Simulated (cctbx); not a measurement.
# Diagnosing a refinement

Cell a = 5.5340 Å, b = 5.5340 Å, c = 29.3780 Å, α = 90.00°, β = 90.00°, γ = 90.00°; space group I4_1/acd (no. 142, origin choice 1).

The data are simulated with cctbx, not measured: Cu Kα, λ = 1.54184 Å, to d = 0.83 Å, 50 % of the full sphere, strongest reflection 40000 counts, noise from counting, a 3 % proportional error and a noise floor of 4 counts (s.d.); no absorption.

An anisotropic refinement with weights 1/σ² prints:

```text
Rint 0.027, 210 unique reflections to 0.83 A
cycle     R1     wR2    GooF  max shift (A)
   1  0.5405  0.8106  33.618   0.08131
   4  0.4664  0.7328  30.391   0.00013
final R1 0.4664 wR2 0.7328 GooF 30.391  parameters 14  data/parameter 15.0
atom        x        y        z      Ueq    occ   su(xyz)  su(Uiso or U11)
Mn1    0.50000  0.50000  0.03869  -0.0003  1.000  0.00042  0.0078  NPD
Si1    0.31236  0.31100  0.33524   0.0201  1.000  0.00446  0.0113  NPD
difference map: max 49.97 min -15.19 rms 4.85
Q1    0.1668  0.1668  0.2500   16   49.97  2.35 A from Mn1
Q2    0.0000  0.0000  0.0418   16   47.23  0.09 A from Mn1
Q3    0.1656  0.1611  0.6655   32   30.25  0.20 A from Si1
Q4    0.1406  0.1627  0.4138   32   10.04  0.96 A from Si1
Q5    0.1903  0.2462  0.3219   32    7.18  0.86 A from Si1
Q6    0.1713  0.2198  0.7653   32    6.82  1.94 A from Mn1
```

Q: Accept it or mend it, and why?

Mend it. The fault: an atom left out, Si at (0.6683, 0.3317, 1/4). Against the right model at the same level, R1 goes from 0.0100 to 0.4664 and GooF from 0.93 to 30.39, the top difference peak, 50.0 e/Å³, lies 2.35 Å from Mn1 and Mn1 and Si1 go non-positive-definite. Q1 is the missing atom. With scattering power missing, scale and phases suffer, so peaks may also grow on the heavy atoms.

The compound is MnSi3. The right model at the same level gives:

```text
Rint 0.027, 210 unique reflections to 0.83 A
cycle     R1     wR2    GooF  max shift (A)
   1  0.0243  0.0718   3.015   0.00169
   2  0.0100  0.0222   0.933   0.00000
final R1 0.0100 wR2 0.0222 GooF 0.933  parameters 19  data/parameter 11.1
atom        x        y        z      Ueq    occ   su(xyz)  su(Uiso or U11)
Mn1    0.50000  0.50000  0.03970   0.0080  1.000  0.00001  0.0002
Si1    0.32451  0.31909  0.33500   0.0147  1.000  0.00006  0.0002
Si2    0.66841  0.33159  0.25000   0.0134  1.000  0.00006  0.0002
difference map: max 0.27 min -0.21 rms 0.06
Q1    0.0907  0.2500  0.8750   16    0.28  1.32 A from Si1
Q2    0.1451  0.2500  0.3750   16    0.22  1.59 A from Si1
Q3    0.0107  0.1237  0.4099   32    0.21  1.50 A from Si1
Q4    0.0122  0.1521  0.0707   32    0.21  1.24 A from Mn1
Q5    0.0051  0.1539  0.1358   32    0.17  1.35 A from Si1
Q6    0.0989  0.2247  0.7150   32    0.15  1.56 A from Si1
```

Isotropic U is held between 0.0001 and 1 Å² by the program, and listed peak heights are interpolated, so they can pass the grid's maximum.

The model was made for the exercise: a known structure type with other elements put in, its volume estimated, not relaxed; displacement parameters are assumed.

[Middle refinement cycles are left out of these outputs.]

[Logs are printed without paths, hosts, clocks, repeated set-up lines and the standing remarks that a program may print on its own settings, such as how far it seeks lower states.]
